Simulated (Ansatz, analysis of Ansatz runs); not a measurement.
# Li5AuO4 (C2/m), nudged elastic band: V_Li hop (2.7 Å) (q = −1)

How high is the barrier when Li changes place in Li5AuO4 (C2/m)? The case: V_Li hop (2.7 Å), charge −1, in a cell of 80 host atoms with 1 Li taken out.

Program: Ansatz 0.2.0. Level of theory: plane-wave PAW DFT, PBEsol; nudged elastic band between two relaxed defect structures at fixed charge in a uniform background. Results are calculated unless marked as measured.

This is a report of a sequence of runs, with most program output left out.

## 1. Starting point

The cell holds 79 atoms: 39 Li, 8 Au and 32 O. Its edges and angles: a = 9.403 Å, b = 9.404 Å, c = 9.396 Å, α = 90.0°, β = 102.9°, γ = 90.0°. It derives from Li5AuO4 (space group C2/m). Nearest the centre at fractional (0.250, 0.359, 0.500): Li26 at 1.33 Å, O15 at 1.48 Å, O33 at 1.48 Å, Li2 at 2.43 Å, Li22 at 2.43 Å, Li23 at 2.46 Å, Li62 at 2.46 Å, O20 at 2.69 Å. The cell carries charge −1.

The cell's shortest repeat is 9.4 Å.

## 2. Relaxation of the start point, charge −1

A barrier is counted from a minimum, so both ends are relaxed first. Small random displacements break the symmetry of the ideal sites, so that the defect can distort if it gains by it. The charge of −1 is set by the electron count, and a uniform background keeps the cell neutral.

Contents of qm1.start/input.yaml:

```yaml
crystal:
  lattice:
    - [9.40268524, 0.0, -0.02548652]
    - [0.0, 9.40405317, 0.0]
    - [-2.07562506, 0.0, 9.16358709]
  atoms:
    - { symbol: Li, position: [0.0, 0.7924353, 0.25] }
    - { symbol: Li, position: [0.25, 0.2924353, 0.25] }
    - { symbol: Li, position: [0.0, 0.28254642, 0.0] }
    - { symbol: Li, position: [0.25, 0.78254642, 0.0] }
    - { symbol: Li, position: [0.0, 0.71745358, 0.0] }
    - { symbol: Li, position: [0.25, 0.21745358, 0.0] }
    - { symbol: Li, position: [0.0, 0.2075647, 0.25] }
    - { symbol: Li, position: [0.25, 0.7075647, 0.25] }
[... 67 atom lines left out ...]
    - { symbol: O, position: [0.62789862, 0.14739817, 0.62509074] }
    - { symbol: O, position: [0.87789862, 0.64739817, 0.62509074] }
    - { symbol: O, position: [0.62210138, 0.64739817, 0.87490926] }
    - { symbol: O, position: [0.87210138, 0.14739817, 0.87490926] }
total_charge: -1
basis:
  ecutwfc: 420
  xc_grid: 2
hamiltonian:
  xc: pbesol
kpoints:
  mp_grid: { grid: [1, 1, 1], shift: [0.25, 0.25, 0.25] }
scf:
  occupations: { method: fixed }
  max_iter: 150
output:
  forces: true
relax:
  f_tol: 0.02
  max_steps: 70
  random_displacement: { amplitude: 0.03, seed: 5195 }
```

Launch:

```console
$ ansatz run input.yaml --threads 4 --pin off --max-ram 14131MiB --backend cpu --events-out ev --progress --plain --runs-dir out
```

Elapsed: 56 s, on 4 threads of Arm Neoverse V1, shared host; peak memory 1.4 GiB.

Step by step:

```
step  energy less that of the first step (eV)  largest force component (eV/Å)
   1                                   0.0000                          1.8218
   2                                  -0.6030                          0.4929
   3                                  -0.8204                          0.1018
   4                                  -0.8255                          0.0109
   5                                  -0.8255                          0.0108
```

The atoms that moved most (Å, from the sites as typed, ahead of the random displacement, the mean shift of all atoms taken out):

```
atom      dx      dy      dz  length
Li24   0.001  -0.226  -0.001   0.226
Li26  -0.001   0.226   0.000   0.226
 O15  -0.085  -0.069  -0.093   0.143
 O37   0.084   0.068   0.093   0.143
 O33   0.082  -0.069   0.094   0.143
 O19  -0.083   0.068  -0.094   0.142
Li29   0.046   0.000  -0.011   0.048
Li68  -0.045   0.000   0.011   0.047
```

Neighbours of Li26 at the end:

```
atom  distance (Å)
 O15         1.880
 O33         1.880
 O36         2.003
 O20         2.003
Li23         2.380
Li62         2.381
 Li2         2.390
Li22         2.391
```

Read from the output:

| Item | Value |
| --- | --- |
| free energy | -129954.8690 eV |
| r.m.s. move of the farther half of the atoms | 0.01900 Å |
| largest move from the ideal geometry of this structure, a common shift of the far atoms taken out | 0.2263 Å |

The relaxation gained 0.825 eV and ended with a largest force component of 0.011 eV/Å.

## 3. Relaxation of the end point, charge −1

The end point is relaxed in the same cell and settings, so that the two energies compare. Atoms more than 3.2 Å from the middle of the hop start where the first relaxation left them, the nearer ones on or close to their ideal places, with small random displacements.

Contents of qm1.end/input.yaml:

```yaml
crystal:
  lattice:
    - [9.40268524, 0.0, -0.02548652]
    - [0.0, 9.40405317, 0.0]
    - [-2.07562506, 0.0, 9.16358709]
  atoms:
    - { symbol: Li, position: [-0.00258096, 0.79485243, 0.24727432] }
    - { symbol: Li, position: [0.25, 0.2924353, 0.25] }
[... 8 atom lines left out ...]
    - { symbol: Au, position: [-0.00238146, 0.49978037, 0.24835302] }
[... 3 atom lines left out ...]
    - { symbol: O, position: [0.12210138, 0.35260183, 0.37490926] }
[... 3 atom lines left out ...]
    - { symbol: O, position: [0.12210138, 0.64739817, 0.37490926] }
    - { symbol: O, position: [0.37210138, 0.14739817, 0.37490926] }
[... 1 atom line left out ...]
    - { symbol: Li, position: [0.25, 0.2924353, 0.75] }
    - { symbol: Li, position: [0.0, 0.28254642, 0.5] }
[... 2 atom lines left out ...]
    - { symbol: Li, position: [0.25, 0.5, 0.5] }
[... 6 atom lines left out ...]
    - { symbol: O, position: [0.37789862, 0.35260183, 0.62509074] }
[... 2 atom lines left out ...]
    - { symbol: O, position: [0.12789862, 0.14739817, 0.62509074] }
    - { symbol: O, position: [0.37789862, 0.64739817, 0.62509074] }
[... 24 atom lines left out ...]
    - { symbol: Li, position: [0.5, 0.28254642, 0.5] }
[... 16 atom lines left out ...]
    - { symbol: O, position: [0.87404518, 0.14720815, 0.87490314] }
total_charge: -1
basis:
  ecutwfc: 420
  xc_grid: 2
hamiltonian:
  xc: pbesol
kpoints:
  mp_grid: { grid: [1, 1, 1], shift: [0.25, 0.25, 0.25] }
scf:
  occupations: { method: fixed }
  max_iter: 150
output:
  forces: true
relax:
  f_tol: 0.02
  max_steps: 70
  random_displacement: { amplitude: 0.01, seed: 5195 }
```

It took 58 s on 4 threads; peak memory 1.4 GiB; 3.7 min of CPU time.

Relaxation path:

```
step  energy less that of the first step (eV)  largest force component (eV/Å)
   1                                   0.0000                          1.0341
   2                                  -0.5242                          0.6779
   3                                  -0.6888                          0.2984
   4                                  -0.7672                          0.0370
   5                                  -0.7687                          0.0047
```

The atoms that moved most (Å, from the sites as typed, ahead of the random displacement):

```
atom      dx      dy      dz  length
 O20   0.168  -0.099  -0.120   0.229
 O36  -0.167  -0.098   0.121   0.228
Li24  -0.001   0.206   0.001   0.206
Li23   0.161  -0.083   0.034   0.185
Li62  -0.161  -0.083  -0.033   0.184
 Li2   0.020  -0.089   0.125   0.155
Li22  -0.020  -0.089  -0.125   0.154
Li46   0.076   0.004  -0.047   0.089
```

Neighbours of Li26 at the end:

```
atom  distance (Å)
 O33         1.968
 O15         1.968
 O19         2.100
 O37         2.101
Li24         2.719
Au11         2.944
Au70         2.945
 Li2         2.968
Li22         2.968
Li23         2.995
Li62         2.996
```

Read from the output:

```yaml
free_energy: -129955.4389 eV
r_m_s_move_of_the_farther_half_of_the_atoms: 0.02481 Å
largest_move_from_the_ideal_geometry_of_this_structure_a_common_shift_of_the_far_atoms_taken_out: 0.2293 Å
```

The relaxation gained 0.769 eV and ended with a largest force component of 0.0047 eV/Å. The end lies 0.570 eV below the start.

## 4. Nudged elastic band, charge −1

5 movable images are laid between the ends on a pair-potential path, which keeps atoms from colliding in the first guess. Each image feels the true force across the path and a spring force along it. The highest image is set to climb to the top of the path.

This step: plane-wave PAW DFT, PBEsol; nudged elastic band between two relaxed defect structures at fixed charge in a uniform background.

Contents of qm1.neb/input.yaml:

```yaml
crystal:
  lattice:
    - [9.40268524, 0.0, -0.02548652]
    - [0.0, 9.40405317, 0.0]
    - [-2.07562506, 0.0, 9.16358709]
  atoms:
    - { symbol: Li, position: [-0.0026307, 0.79507789, 0.24745962] }
    - { symbol: Li, position: [0.24659284, 0.29476399, 0.25082691] }
    - { symbol: Li, position: [-2.508e-05, 0.28312519, 0.00069917] }
    - { symbol: Li, position: [0.2500576, 0.78285626, 0.00020823] }
    - { symbol: Li, position: [-1.165e-05, 0.71700048, 0.00046488] }
    - { symbol: Li, position: [0.24984509, 0.21722031, 0.00023294] }
    - { symbol: Li, position: [-0.00275868, 0.20494425, 0.24757761] }
    - { symbol: Li, position: [0.24671616, 0.70530582, 0.25067132] }
    - { symbol: Li, position: [0.0026274, 5.719e-05, -0.00172894] }
    - { symbol: Li, position: [0.24986491, 0.50005917, 0.00021333] }
    - { symbol: Au, position: [-0.0024312, 0.50000583, 0.24853832] }
    - { symbol: Au, position: [0.25002114, 2.738e-05, 0.25058068] }
    - { symbol: O, position: [0.12830165, 0.85393125, 0.1229749] }
    - { symbol: O, position: [0.37733491, 0.35306038, 0.12506365] }
    - { symbol: O, position: [0.11078762, 0.34532817, 0.3649702] }
    - { symbol: O, position: [0.37074441, 0.8512415, 0.37565285] }
    - { symbol: O, position: [0.12824232, 0.1461879, 0.12317626] }
    - { symbol: O, position: [0.37749773, 0.64701529, 0.12498608] }
    - { symbol: O, position: [0.11098457, 0.65466219, 0.36486371] }
    - { symbol: O, position: [0.37064671, 0.14875515, 0.37587697] }
    - { symbol: Li, position: [0.00151238, 0.79157103, 0.7493111] }
    - { symbol: Li, position: [0.25316206, 0.29473756, 0.74978476] }
    - { symbol: Li, position: [7.86e-06, 0.28504809, 0.49810889] }
    - { symbol: Li, position: [0.25003514, 0.7585122, 0.50014494] }
    - { symbol: Li, position: [9.658e-05, 0.71497152, 0.49792368] }
    - { symbol: Li, position: [0.24980598, 0.24152881, 0.50025024] }
    - { symbol: Li, position: [0.00140006, 0.20852902, 0.74947001] }
    - { symbol: Li, position: [0.25324151, 0.70531525, 0.74964334] }
    - { symbol: Li, position: [0.00458429, 4.209e-05, 0.49897639] }
    - { symbol: Au, position: [-0.00056416, 0.50005974, 0.75073089] }
    - { symbol: Au, position: [0.24983179, 2.825e-05, 0.74986064] }
    - { symbol: O, position: [0.12920471, 0.85131784, 0.62453829] }
    - { symbol: O, position: [0.38885674, 0.34531279, 0.63558533] }
    - { symbol: O, position: [0.12234227, 0.35308503, 0.87542467] }
    - { symbol: O, position: [0.37163421, 0.853858, 0.87723268] }
    - { symbol: O, position: [0.12913297, 0.1488233, 0.6247977] }
    - { symbol: O, position: [0.38903486, 0.6546668, 0.63548119] }
    - { symbol: O, position: [0.1225011, 0.64702077, 0.87535225] }
    - { symbol: O, position: [0.37155292, 0.14610074, 0.87747416] }
    - { symbol: Li, position: [0.49846057, 0.79151922, 0.25093996] }
    - { symbol: Li, position: [0.74992555, 0.29239496, 0.24973075] }
    - { symbol: Li, position: [0.49987413, 0.2830522, -6.296e-05] }
    - { symbol: Li, position: [0.75004593, 0.78216308, 0.00018433] }
    - { symbol: Li, position: [0.49988492, 0.716921, -0.00028882] }
    - { symbol: Li, position: [0.74984053, 0.21783736, 0.00024249] }
    - { symbol: Li, position: [0.49835045, 0.20849486, 0.25110131] }
    - { symbol: Li, position: [0.7500406, 0.70764465, 0.24958636] }
    - { symbol: Li, position: [0.4971857, -2.414e-05, 0.00219813] }
    - { symbol: Li, position: [0.74991798, 0.49997813, 0.00024504] }
    - { symbol: Au, position: [0.50041085, 0.50001914, 0.24966834] }
    - { symbol: Au, position: [0.74744106, 1.435e-05, 0.25087898] }
    - { symbol: O, position: [0.62590245, 0.85262731, 0.12530371] }
    - { symbol: O, position: [0.87557241, 0.35088941, 0.12311451] }
    - { symbol: O, position: [0.62242585, 0.35280183, 0.37503655] }
    - { symbol: O, position: [0.8700946, 0.85358261, 0.37515325] }
    - { symbol: O, position: [0.6258704, 0.14746149, 0.12552273] }
    - { symbol: O, position: [0.87577396, 0.64916313, 0.12305182] }
    - { symbol: O, position: [0.62261012, 0.64720993, 0.37496314] }
    - { symbol: O, position: [0.87003771, 0.14638749, 0.37538958] }
    - { symbol: Li, position: [0.50260187, 0.79507637, 0.75280844] }
    - { symbol: Li, position: [0.74981832, 0.29241557, 0.75083409] }
    - { symbol: Li, position: [0.49977587, 0.2851236, 0.50252573] }
    - { symbol: Li, position: [0.75002637, 0.78296631, 0.50020421] }
    - { symbol: Li, position: [0.49979112, 0.71498272, 0.50229625] }
    - { symbol: Li, position: [0.74982949, 0.21707962, 0.50024333] }
    - { symbol: Li, position: [0.50248966, 0.20486528, 0.75292806] }
    - { symbol: Li, position: [0.74991459, 0.70764496, 0.75069658] }
    - { symbol: Li, position: [0.49536125, 2.644e-05, 0.50139737] }
    - { symbol: Li, position: [0.74991964, 0.50002576, 0.50020489] }
    - { symbol: Au, position: [0.50229292, 0.49998, 0.75189961] }
    - { symbol: Au, position: [0.75243474, 4.546e-05, 0.74955214] }
    - { symbol: O, position: [0.62982229, 0.8536783, 0.62506813] }
    - { symbol: O, position: [0.87722774, 0.35286624, 0.62544148] }
    - { symbol: O, position: [0.62410898, 0.35083422, 0.87737092] }
    - { symbol: O, position: [0.87401265, 0.85259425, 0.87490194] }
    - { symbol: O, position: [0.62979024, 0.14646447, 0.62526105] }
    - { symbol: O, position: [0.87739771, 0.64727387, 0.62538599] }
    - { symbol: O, position: [0.62430256, 0.64909008, 0.87734143] }
    - { symbol: O, position: [0.87399544, 0.14743361, 0.87508844] }
total_charge: -1
basis:
  ecutwfc: 420
  xc_grid: 2
hamiltonian:
  xc: pbesol
kpoints:
  mp_grid: { grid: [1, 1, 1], shift: [0.25, 0.25, 0.25] }
scf:
  occupations: { method: fixed }
  max_iter: 150
output:
  forces: true
neb:
  images: 5
  f_tol: 0.04
  climbing: true
  initial_path: idpp
  max_iterations: 45
  order_check: false
  final_atoms:
    - { symbol: Li, position: [-0.00088463, 0.79281994, 0.25015778] }
    - { symbol: Li, position: [0.25506896, 0.28293443, 0.26385469] }
[... 8 atom lines left out ...]
    - { symbol: Au, position: [-0.00103029, 0.50261272, 0.24874744] }
[... 3 atom lines left out ...]
    - { symbol: O, position: [0.12066921, 0.3573096, 0.37083271] }
[... 3 atom lines left out ...]
    - { symbol: O, position: [0.12087192, 0.64864309, 0.37526344] }
    - { symbol: O, position: [0.38706107, 0.13686919, 0.36203253] }
[... 1 atom line left out ...]
    - { symbol: Li, position: [0.2448657, 0.28295424, 0.73656395] }
    - { symbol: Li, position: [0.01794699, 0.27364111, 0.50392611] }
[... 2 atom lines left out ...]
    - { symbol: Li, position: [0.24994952, 0.49099032, 0.50018141] }
[... 6 atom lines left out ...]
    - { symbol: O, position: [0.37917732, 0.35733885, 0.62950212] }
[... 2 atom lines left out ...]
    - { symbol: O, position: [0.11297023, 0.13695909, 0.63840919] }
    - { symbol: O, position: [0.37910249, 0.64867061, 0.6251768] }
[... 24 atom lines left out ...]
    - { symbol: Li, position: [0.48208283, 0.27364281, 0.49655493] }
[... 16 atom lines left out ...]
    - { symbol: O, position: [0.86910652, 0.14839187, 0.87741554] }
```

It took 9.4 min on 4 threads; peak memory 5 GiB.

The path, image by image:

```
image  path (Å)  energy (eV)    Li26: x, y, z (Å)
    0     0.000       0.0000  1.311, 2.271, 4.578
    1     0.522       0.1949  1.271, 2.746, 4.613
    2     1.044       0.4061  1.245, 3.245, 4.634
    3     1.433       0.2499  1.262, 3.622, 4.618
    4     1.823      -0.1106  1.278, 3.986, 4.604
    5     2.212      -0.4411  1.294, 4.327, 4.590
    6     2.602      -0.5699  1.312, 4.617, 4.577
```

Read from the output:

| Item | Value |
| --- | --- |
| free energy | -129954.4629 eV |
| barrier forward | 0.4061 eV |
| barrier backward | 0.9760 eV |
| end less start | -0.5699 eV |
| hop length | 2.346 Å |

Track of the atom that was set to move:

```
image  x (Å)  y (Å)  z (Å)  nearest neighbour  distance (Å)
    0  1.311  2.271  4.578                  O          1.88
    1  1.271  2.746  4.613                  O         1.751
    2  1.245  3.245  4.634                  O         1.708
    3  1.262  3.622  4.618                  O         1.728
    4  1.278  3.986  4.604                  O         1.788
    5  1.294  4.327   4.59                  O         1.876
    6  1.312  4.617  4.577                  O         1.968
```

The band met its tolerance of 0.04 eV/Å after 5 iterations, with image 2 on top (the start counts as 0). Li26, which moves farthest between the ends, has 4 O at 1.88 to 2.00 Å nearest at the start and 2 O at 1.71 Å at the top.

## 5. Single point at the start point, PBEsol, denser k-mesh

Three single points on a mesh of more k-points (start, top, end) test the sampling. The start is shown; top and end are run alike.

This step: plane-wave PAW DFT, PBEsol; single point of a defect supercell on a structure of the PBEsol path.

Contents of qm1.start.mesh/input.yaml:

```yaml
crystal:
  lattice:
    - [9.40268524, 0.0, -0.02548652]
    - [0.0, 9.40405317, 0.0]
    - [-2.07562506, 0.0, 9.16358709]
  atoms:
    - { symbol: Li, position: [-0.0026307, 0.79507789, 0.24745962] }
    - { symbol: Li, position: [0.24659284, 0.29476399, 0.25082691] }
[... 8 atom lines left out ...]
    - { symbol: Au, position: [-0.0024312, 0.50000583, 0.24853832] }
[... 3 atom lines left out ...]
    - { symbol: O, position: [0.11078762, 0.34532817, 0.3649702] }
[... 3 atom lines left out ...]
    - { symbol: O, position: [0.11098457, 0.65466219, 0.36486371] }
    - { symbol: O, position: [0.37064671, 0.14875515, 0.37587697] }
[... 1 atom line left out ...]
    - { symbol: Li, position: [0.25316206, 0.29473756, 0.74978476] }
    - { symbol: Li, position: [7.86e-06, 0.28504809, 0.49810889] }
[... 2 atom lines left out ...]
    - { symbol: Li, position: [0.24980598, 0.24152881, 0.50025024] }
[... 6 atom lines left out ...]
    - { symbol: O, position: [0.38885674, 0.34531279, 0.63558533] }
[... 2 atom lines left out ...]
    - { symbol: O, position: [0.12913297, 0.1488233, 0.6247977] }
    - { symbol: O, position: [0.38903486, 0.6546668, 0.63548119] }
[... 24 atom lines left out ...]
    - { symbol: Li, position: [0.49977587, 0.2851236, 0.50252573] }
[... 16 atom lines left out ...]
    - { symbol: O, position: [0.87399544, 0.14743361, 0.87508844] }
total_charge: -1
basis:
  ecutwfc: 420
  xc_grid: 2
hamiltonian:
  xc: pbesol
kpoints:
  mp_grid: { grid: [2, 2, 2], shift: [0.5, 0.5, 0.5] }
scf:
  occupations: { method: fixed }
  max_iter: 150
output:
  forces: true
  eigenvalues: true
checkpoint:
  write: "../qm1.start.mesh.run"
  compress: false
  write_wavefunctions: false
  write_every: 100000
```

Wall time 53 s (4 threads); peak memory 4.2 GiB.

Numbers from this step:

```
free energy : -129954.8846 eV
```

## 6. Barrier from single points, PBEsol, denser k-mesh

Analysis of the runs above: barrier from PBEsol single points on the PBEsol path.

It gives:

| Quantity | Value |
| --- | --- |
| barrier forward | 0.4090 eV |
| barrier backward | 0.9751 eV |
| end less start | -0.5661 eV |

This gives 0.409 eV against the band's 0.406 eV (backward 0.975 against 0.976 eV). This mesh holds only the band's own point and its sign variants, so it tests the average over those and no finer sampling.

## 7. Single point at the start point, r2SCAN

Three single points with a meta-GGA, at its higher cutoff of 500 eV, show what it does to the barrier on the path found. The start is shown; top and end are run alike.

This step: plane-wave PAW DFT, r2SCAN; single point of a defect supercell on a structure of the PBEsol path.

qm1.start.r2scan/input.yaml, as its differences from qm1.start.mesh/input.yaml of step 5:

```diff
@@ -31,8 +31,8 @@
 basis:
-  ecutwfc: 420
+  ecutwfc: 500
   xc_grid: 2
 hamiltonian:
-  xc: pbesol
+  xc: r2scan
 kpoints:
-  mp_grid: { grid: [2, 2, 2], shift: [0.5, 0.5, 0.5] }
+  mp_grid: { grid: [1, 1, 1], shift: [0.25, 0.25, 0.25] }
 scf:
@@ -44,3 +44,3 @@
 checkpoint:
-  write: "../qm1.start.mesh.run"
+  write: "../qm1.start.r2scan.run"
   compress: false
```

Run time: 29 s. Hardware: 4 threads; peak memory 2.1 GiB.

Read from the output:

| Quantity | Value |
| --- | --- |
| free energy | -131542.9584 eV |

## 8. Barrier from single points, r2SCAN

Analysis of the runs above: barrier from r2SCAN single points on the PBEsol path.

It gives:

```
barrier forward  : 0.4421 eV
barrier backward : 1.018 eV
end less start   : -0.5756 eV
```

This gives 0.442 eV against the band's 0.406 eV.

(Continued in part 2 of 2.)

[Logs are printed without paths, hosts, clocks, repeated set-up lines and the standing remarks that a program may print on its own settings, such as how far it seeks lower states.]

[Hosts, paths, dates, database ids (printed as entryN), source tags and the programs' standing remarks are cut or masked in the printed files.]
